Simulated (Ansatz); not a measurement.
## A convergence test on GaAs (F-43m): k mesh of the density

Wanted: the cheapest k mesh of the density that holds the PBE gap of GaAs (F-43m).

Program: Ansatz 0.2.0. Level of theory: DFT, PBE, plane waves, PAW. Results are calculated unless marked as measured.

### Step 1. Starting point

The structure is cubic, space group F-43m (No. 216). Conventional cell: a = 5.654 Å, b = 5.654 Å, c = 5.654 Å, α = 90.00°, β = 90.00°, γ = 90.00°. Nearest to Ga lie 4 As at 2.45 Å. Nearest to As lie 4 Ga at 2.45 Å. Farther neighbours are not listed.

The cell and positions come from the Crystallography Open Database and are kept as given unless a step says otherwise. The default PAW set here is soft_2. Its files were made with PBE.

### Step 2. k mesh of the density: 2×2×2

input.yaml

```yaml
crystal:
  lattice:
    - [0.0, 2.82685, 2.82685]
    - [2.82685, 0.0, 2.82685]
    - [2.82685, 2.82685, 0.0]
  atoms:
    - { symbol: Ga, position: [0.0, 0.0, 0.0] }
    - { symbol: As, position: [0.25, 0.25, 0.25] }
kpoints:
  mp_grid: { grid: [2, 2, 2] }
  band_path:
    path:
      - [0.0, 0.0, 0.0]
      - [-0.5, -0.5, 0.0]
      - [-0.375, -0.375, 0.25]
      - [-0.375, 0.0, 0.375]
      - [0.0, 0.0, 0.5]
      - [-0.5, -0.25, 0.25]
    npoints: 1
hamiltonian:
  xc: pbe
scf:
  occupations: { method: fixed }
  n_extra_bands: 4
output:
  eigenvalues: true
```

Command:

```bash
$ ansatz run input.yaml --threads 3 --pin off --max-ram 92160MiB --backend cuda --events-out ev --progress --plain --runs-dir out --devices 1 --max-vram 13GiB  # rebuilt from the run's record
```

Numbers of over 12 decimals in the logs are rounded to 6 here.

The log of the run:

```text
scf.n_extra_bands = 4 over 14 filled bands (N_el = 28.0): the run solves 18 bands
GPUs: using 1 of 1 available (devices: 1).
Engine: ansatz 0.2.0, x86_64-unknown-linux-gnu
Pseudopotentials: kind: paw
Pseudopotential: Ga, paw, valence charge 13, recommended cutoff 420 eV (normal), Ga.paw.azcp
Pseudopotential: As, paw, valence charge 15, recommended cutoff 420 eV (normal), As.paw.azcp
Functional definition: PBE
  parameter kappa = 0.804
  parameter beta = 0.066725
  exchange = pbe_x(kappa = kappa, mu = beta*pi^2/3)
  correlation = pbe_c(beta = beta)
device memory: the entry about to start is reckoned to put 1.4 GiB on a device that reports 51.0 GiB free (of which the cap on the GPU budget leaves the run 13.0 GiB)
GPU FFT provider: cuFFT
GPU libraries: cuBLAS 13.8.2, cuFFT 12.4.0, cuSOLVER 12.3.4
Crystal: 2 atoms, lattice volume = 45.179 Å³
Basis set: ecut = 420 eV, 893 PW (Γ)
Bands: 18, of which v1, the nominal top of the filled ones, is band 14 counted from 1 (13 counted from 0)
Symmetry: 24 space group operations
Space group: F-43m (ITA 216), of the structure as read, at distance tolerance 3.6e-5 Å
k-points: 3 of 8
Non-local potential: Ga, projectors of the file, l = 0: 2, l = 1: 2, l = 2: 3, l = 3: 1
Non-local potential: As, projectors of the file, l = 0: 2, l = 1: 2, l = 2: 3, l = 3: 1
PAW form: soft (Blöchl's): semilocal exchange-correlation on the pseudo side does not see the compensation charge
PAW one-centre angular grid: Ga, 590 points (default); XC on 64 Gauss nodes
PAW one-centre angular grid: As, 590 points (default); XC on 64 Gauss nodes
Initial density: superposition of atomic densities (neutral atoms: chi_scale 0, normalization atom), corrected by the library's trained network
Initial wavefunctions: pseudopotential atomic-orbital guess
GPU buffer pool allocated for 19683 grid points (all kernels)
GPU transforms: local potential and band sums: pruned to the plane-wave sphere, on 25×27×27
Functional: x = pbe(κ = 0.804, μ = 0.219515), c = pbe(β = 0.066725)
SCF iter   1: F=—  HF=-8637.443993 eV  |F-HF|=—  |Δ(HF+E_count)|=         —  Δρ=1.64e-2  dr2=1.69e-1  ethr=1.77e-3  ⟨swp⟩=4.0  Hψ=215  notcnv=0  defer=3
preconditioner: auto → none  [insulator: Δε(μ)=0.507 eV  Ē_g=15.247 eV  n_scr=14 (ndim 8)  ℏωp=23.4 eV  f_vac=0.086  ε∞_Penn≈3.4]
SCF iter   2: F=—  HF=-8637.406775 eV  |F-HF|=—  |Δ(HF+E_count)|=   3.72e-2  Δρ=6.36e-3  dr2=1.45e-2  ethr=6.05e-4  ⟨swp⟩=2.0  Hψ=91  notcnv=0  defer=3
SCF iter   3: F=—  HF=-8637.407258 eV  |F-HF|=—  |Δ(HF+E_count)|=   4.84e-4  Δρ=2.46e-3  dr2=2.54e-3  ethr=5.19e-5  ⟨swp⟩=2.0  Hψ=105  notcnv=0  defer=3
SCF iter   4: F=—  HF=-8637.408104 eV  |F-HF|=—  |Δ(HF+E_count)|=   8.45e-4  Δρ=8.72e-4  dr2=1.78e-4  ethr=9.07e-6  ⟨swp⟩=2.7  Hψ=93  notcnv=0  defer=3
SCF iter   5: F=—  HF=-8637.408130 eV  |F-HF|=—  |Δ(HF+E_count)|=   2.61e-5  Δρ=2.13e-4  dr2=1.19e-5  ethr=6.35e-7  ⟨swp⟩=2.0  Hψ=90  notcnv=0  defer=3
SCF iter   6: F=—  HF=-8637.408123 eV  |F-HF|=—  |Δ(HF+E_count)|=   6.74e-6  Δρ=5.64e-5  dr2=7.99e-7  ethr=4.27e-8  ⟨swp⟩=2.0  Hψ=79  notcnv=0  defer=1
SCF iter   7: F=-8637.408125 eV  HF=-8637.408125 eV  |F-HF|=2.44e-8  |Δ(HF+E_count)|=   1.66e-6  Δρ=7.05e-6  dr2=1.07e-8  ethr=3.57e-10  ⟨swp⟩=5.3  Hψ=212  notcnv=0
SCF 1 converged in 7 iterations: F = -8637.408125 eV  dr2 = 1.07e-8
[...]
device memory: the entry about to start is reckoned to put 0.8 GiB on a device that reports 51.6 GiB free (of which the cap on the GPU budget leaves the run 13.0 GiB)
NSCF: frozen V_eff on 6 k-points
SCF converged after 7 iterations
Free energy (F): -8637.408125 eV
Harris-Foulkes:  -8637.408125 eV  (|F-HF|=2.44e-8)
Internal energy: -8637.408125 eV  (E = F + TS)
E sigma→0 (E₀):  -8637.408125 eV
Fermi energy:    8.522916 eV
--- Per-component energies (eV) ---
  E_band       = -300.148370
  E_kinetic    = 223.922919
  E_local      = -3929.300846  (includes V_loc(G=0)·N_el)
  E_nonlocal   = -242.562650
  E_hartree    = 1986.432018
  E_xc         = -147.916773
  E_vxc        = -137.050548  (∫ρ·V_xc dr)
  E_paw        = -3829.254868  (= ΣΔE_a)
  E_vpaw       = -188.020804  (= ΣTr[D̂ρ^β])
  E_aug_tail   = -0.000139  (compensation charges beyond the density's cutoff)
  E_ewald      = -2698.727786
  E_smearing   = -0.000000  (= −TS)
  E_closure    = -0.000000  (closes the sum)
  Σ components = -8637.408125   (vs F -8637.408125, Δ=0.00e0)
--- Band table (eV) ---
  k-point 0: bands = [... 10 lower, -4.2230, 8.5229, 8.5229, 8.5229, 8.9693, 12.0272, 12.0272, 12.0272]
  k-point 1: bands = [... 10 lower, -2.4180, 1.7405, 7.3332, 7.3332, 9.3996, 12.9611, 12.9611, 16.2226]
  k-point 2: bands = [... 10 lower, -1.6323, 1.5218, 5.7589, 5.7589, 9.8322, 10.0633, 18.5614, 18.5614]
```

Wall time 3.7 s (1 × NVIDIA H100 80GB HBM3 (shared by 6 runs) with 3 threads of AMD EPYC 7R13 (Zen 3), shared host); peak memory 0.89 GiB.

The column dr2 measures how far the density is from self-consistency, as an energy; F and HF (Harris–Foulkes) agree once it is small.

Numbers from this step:

| Property | Result |
| --- | --- |
| gap | 0.4464 eV |
| valence top at | Γ |
| conduction bottom at | Γ |
| least direct gap | 0.4464 eV |

The gap is direct, at Γ.

### Step 3. k mesh of the density: 4×4×4

Edit input.yaml of step 2 so:

```diff
@@ -9,3 +9,3 @@
 kpoints:
-  mp_grid: { grid: [2, 2, 2] }
+  mp_grid: { grid: [4, 4, 4] }
   band_path:
```

The log of the run:

```text
[...]
GPUs: using 1 of 1 available (devices: 1).
[...]
GPU FFT provider: cuFFT
GPU libraries: cuBLAS 13.8.2, cuFFT 12.4.0, cuSOLVER 12.3.4
Crystal: 2 atoms, lattice volume = 45.179 Å³
Basis set: ecut = 420 eV, 893 PW (Γ)
Bands: 18, of which v1, the nominal top of the filled ones, is band 14 counted from 1 (13 counted from 0)
Symmetry: 24 space group operations
[...]
Fermi energy:    8.230875 eV
[...]
--- Band table (eV; the first three rows and the last of 8) ---
  k-point 0: bands = [... 10 lower, -4.4994, 8.2309, 8.2309, 8.2309, 8.7354, 11.9362, 11.9362, 11.9362]
  k-point 1: bands = [... 10 lower, -3.8061, 4.0823, 7.5488, 7.5488, 9.6646, 12.8053, 12.8053, 14.1818]
  k-point 2: bands = [... 10 lower, -2.7302, 1.5768, 7.0838, 7.0838, 9.2146, 12.8454, 12.8454, 15.9767]
  k-point 7: bands = [... 10 lower, -1.9285, 1.5788, 4.6874, 4.8765, 12.8403, 12.9425, 13.6167, 14.2623]
[key lines of the parts left out:]
SCF converged after 6 iterations
Free energy (F): -8639.660675 eV
```

The job ended after 8.4 s (1 × NVIDIA H100 80GB HBM3 (shared by 6 runs) with 3 threads; peak memory 0.9 GiB).

Numbers from this step:

* gap: 0.5045 eV
* valence top at: Γ
* conduction bottom at: Γ
* least direct gap: 0.5045 eV

The gap is 0.505 eV, +0.058 eV from the run before at this level.

### Step 4. k mesh of the density: 8×8×8 (the default)

input.yaml, the sections that differ from step 3:

```yaml
kpoints:
  mp_grid: { grid: [8, 8, 8] }
  band_path:
    path:
      - [[0.0, 0.0, 0.0], [-0.5, -0.5, 0.0], [-0.375, -0.375, 0.25]]
      - [[-0.375, 0.0, 0.375], [0.0, 0.0, 0.0], [0.0, 0.0, 0.5], [-0.5, -0.25, 0.25], [-0.5, -0.5, 0.0]]
    npoints: 10
scf:
  occupations: { method: fermi_dirac, width: 0.02 }
  n_extra_bands: 4
output:
  eigenvalues: true
  write_density: true
  write_potential: true
  elf: true
  volumetric_format: npy
# crystal, hamiltonian: as in step 3
```

The log of the run:

```text
[...]
GPUs: using 1 of 1 available (devices: 1).
[...]
GPU FFT provider: cuFFT
GPU libraries: cuBLAS 13.8.2, cuFFT 12.4.0, cuSOLVER 12.3.4
Crystal: 2 atoms, lattice volume = 45.179 Å³
Basis set: ecut = 420 eV, 893 PW (Γ)
Bands: 18, of which v1, the nominal top of the filled ones, is band 14 counted from 1 (13 counted from 0)
Symmetry: 24 space group operations
[...]
Fermi energy:    8.452878 eV
[...]
--- Band table (eV; the first three rows and the last of 29) ---
  k-point 0: bands = [... 10 lower, -4.5435, 8.1841, 8.1841, 8.1841, 8.6996, 11.9233, 11.9233, 11.9233]
  k-point 1: bands = [... 10 lower, -4.3607, 6.2225, 7.9485, 7.9485, 9.7759, 12.2707, 12.2707, 12.3830]
  k-point 2: bands = [... 10 lower, -3.8508, 4.0492, 7.5071, 7.5071, 9.6371, 12.7887, 12.7887, 14.1408]
  k-point 28: bands = [... 10 lower, -1.9853, 1.5602, 4.6533, 4.8464, 12.8072, 12.9081, 13.5996, 14.2334]
[key lines of the parts left out:]
SCF converged after 6 iterations
Free energy (F): -8639.834048 eV
```

Run time: 4.1 s. Hardware: 1 × NVIDIA H100 80GB HBM3 (shared by 6 runs) with 3 threads; peak memory 0.92 GiB.

This step gave:

```yaml
gap: 0.5155 eV
valence_top_at: Γ
conduction_bottom_at: Γ
least_direct_gap: 0.5155 eV
```

The gap is 0.516 eV, +0.011 eV from the run before at this level.

### Step 5. k mesh of the density: 10×10×10

input.yaml, the sections that differ from step 4:

```yaml
kpoints:
  mp_grid: { grid: [10, 10, 10] }
  band_path:
    path:
      - [0.0, 0.0, 0.0]
      - [-0.5, -0.5, 0.0]
      - [-0.375, -0.375, 0.25]
      - [-0.375, 0.0, 0.375]
      - [0.0, 0.0, 0.5]
      - [-0.5, -0.25, 0.25]
    npoints: 1
scf:
  occupations: { method: fixed }
  n_extra_bands: 4
# crystal, hamiltonian, output: as in step 4
```

The log of the run:

```text
[...]
GPUs: using 1 of 1 available (devices: 1).
[...]
GPU FFT provider: cuFFT
GPU libraries: cuBLAS 13.8.2, cuFFT 12.4.0, cuSOLVER 12.3.4
Crystal: 2 atoms, lattice volume = 45.179 Å³
Basis set: ecut = 420 eV, 893 PW (Γ)
Bands: 18, of which v1, the nominal top of the filled ones, is band 14 counted from 1 (13 counted from 0)
Symmetry: 24 space group operations
[...]
Fermi energy:    8.182406 eV
[...]
--- Band table (eV; the first three rows and the last of 47) ---
  k-point 0: bands = [... 10 lower, -4.5451, 8.1824, 8.1824, 8.1824, 8.6985, 11.9230, 11.9230, 11.9230]
  k-point 1: bands = [... 10 lower, -4.4274, 6.6719, 8.0240, 8.0240, 9.6603, 12.1583, 12.1583, 12.1755]
  k-point 2: bands = [... 10 lower, -4.0896, 4.8880, 7.6819, 7.6819, 9.7686, 12.6184, 12.6184, 13.3465]
  k-point 46: bands = [... 10 lower, -1.9930, 1.5397, 4.7237, 4.8979, 12.1052, 12.2273, 14.4950, 14.8851]
[key lines of the parts left out:]
SCF converged after 6 iterations
Free energy (F): -8639.837791 eV
```

It took 6.2 s on 1 × NVIDIA H100 80GB HBM3 (shared by 6 runs) with 3 threads; peak memory 0.91 GiB.

Numbers from this step:

| Quantity | Value |
| --- | --- |
| gap | 0.5161 eV |
| valence top at | Γ |
| conduction bottom at | Γ |
| least direct gap | 0.5161 eV |

The gap is 0.516 eV, +0.001 eV from the run before at this level.

### Step 6. The series

Differences are against the last row; a negative gap means that bands overlap, and a run with a band path holds that path's time. Times are wall times on 1 × NVIDIA H100 80GB HBM3 (shared by 6 runs) with 3 threads of AMD EPYC 7R13 (Zen 3), shared host, good to a factor of about two.

| k mesh of the density | gap (eV) | direct gap (eV) | gap error (eV) | energy error (meV/atom) | irreducible k | time |
| --- | --- | --- | --- | --- | --- | --- |
| 2×2×2 | 0.446 | 0.446 | −0.070 | +1214.8 | 3 | 3.7 s |
| 4×4×4 | 0.505 | 0.505 | −0.012 | +88.6 | 8 | 8.4 s |
| 8×8×8 | 0.516 | 0.516 | −0.001 | +1.9 | 29 | 4.1 s |
| 10×10×10 | 0.516 | 0.516 | +0.000 | +0.0 | 47 | 6.2 s |

### Step 7. Summary of results

| Item | Value |
| --- | --- |
| 2×2×2 | 0.446 eV |
| 4×4×4 | 0.505 eV |
| 8×8×8 | 0.516 eV |
| 10×10×10 | 0.516 eV |

What this shows: The gap holds to 0.02 eV from 4×4×4 on. At 2×2×2 the gap is off by −0.070 eV and the energy by +1215 meV/atom. The gap is read over the mesh and added points near the edges, so meshes differ mainly through the density and, for a hybrid, the exchange operator.

[Paths, hosts, dates, memory and timing lines, banners, echoed tables and standing remarks are left out of the program output.]

[Logs are printed without paths, hosts, clocks, repeated set-up lines and the standing remarks that a program may print on its own settings, such as how far it seeks lower states.]

[Runs of the session that timed out or met a known fault of the program may be left out.]

[Cells called generated may have been cut or substituted from an entry of the Crystallography Open Database or the Materials Project.]

[Hosts, paths, dates, database ids (printed as entryN), source tags and the programs' standing remarks are cut or masked in the printed files.]
